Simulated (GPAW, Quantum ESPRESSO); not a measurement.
MgB2 (P6/mmm), B K edge of atom 2, with 3 B at 1.78 Å (trigonal planar, site symmetry -6m2). Method: Quantum ESPRESSO XSpectra, PBE, excited-electron core hole (neutral cell), 18-atom cell with 5.3 Å between holes, 7×7×4 k points, dipole transitions, Lorentzian half width 0.3 eV up to 4 eV, rising linearly to 2.5 eV at 25 eV.

```xyz
3
Lattice="3.0850 0.0000 0.0000 -1.5425 2.6717 0.0000 0.0000 0.0000 3.5230" Properties=species:S:1:pos:R:3 pbc="T T T"
Mg    0.0000    0.0000    0.0000
B     1.5425    0.8906    1.7615
B     0.0000    1.7811    1.7615
```

Energy from the energy zero of the input (xe0, at the border of filled and empty states); a common scale on which the isotropic spectrum has a mean of 1 over the first 20 eV.

```tsv
E (eV)	curve 1	curve 2
-2.0	0.02	0.05
-1.0	0.02	0.11
0.0	0.05	0.60
1.0	0.06	0.94
2.0	0.10	1.39
3.0	0.16	1.31
4.0	0.39	0.92
5.0	1.05	1.21
6.0	1.55	1.24
7.0	1.33	1.26
8.0	1.32	1.26
9.0	1.40	1.19
10.0	1.51	1.17
11.0	1.47	1.11
12.0	1.47	1.02
13.0	1.50	0.88
14.0	1.38	0.72
15.0	1.29	0.71
16.0	1.22	0.71
17.0	1.06	0.68
18.0	0.85	0.68
19.0	0.67	0.74
20.0	0.59	0.82
21.0	0.56	0.84
22.0	0.54	0.78
23.0	0.52	0.68
24.0	0.49	0.58
25.0	0.48	0.50
26.0	0.47	0.46
27.0	0.48	0.44
28.0	0.50	0.44
29.0	0.52	0.45
30.0	0.52	0.46
31.0	0.50	0.47
32.0	0.46	0.48
```

**Question.** The curves are for the electric vector along different Cartesian axes of the cell as given, averaged over the symmetry-equivalent atoms. Which is which?

Curve 1: along x (⊥ c) (the other in-plane axis gives the same curve within 3 %), main maxima 6.0 eV (1.55), 10.2 eV (1.52) and 12.7 eV (1.51). Curve 2: along z (c), main maxima 0.5 eV (1.10), 2.0 eV (1.39), 3.2 eV (1.33) and 5.4 eV (1.35). A K edge sees empty p states on the absorber. Each direction probes the empty orbitals that point along it. The holes are only 5.3 Å apart, so the shape is probably not converged with cell size; no larger cell was run here. The structure is a published determination, not relaxed.

[Banner, clock and machine lines of the logs are left out without a mark of their own.]

[Logs are printed without paths, hosts, clocks, repeated set-up lines and the standing remarks that a program may print on its own settings, such as how far it seeks lower states.]

[Hosts, paths, dates, database ids (printed as entryN), source tags and the programs' standing remarks are cut or masked in the printed files.]

[Lists of maxima count a maximum above −3 eV only where it reaches 4 % of the highest in the window and stands out from its surroundings by 2 % of it (1.5 % where it reaches 55 %); shoulders and weaker maxima are passed over, and of the rest the first, up to two pre-edge ones and the few strongest are named.]
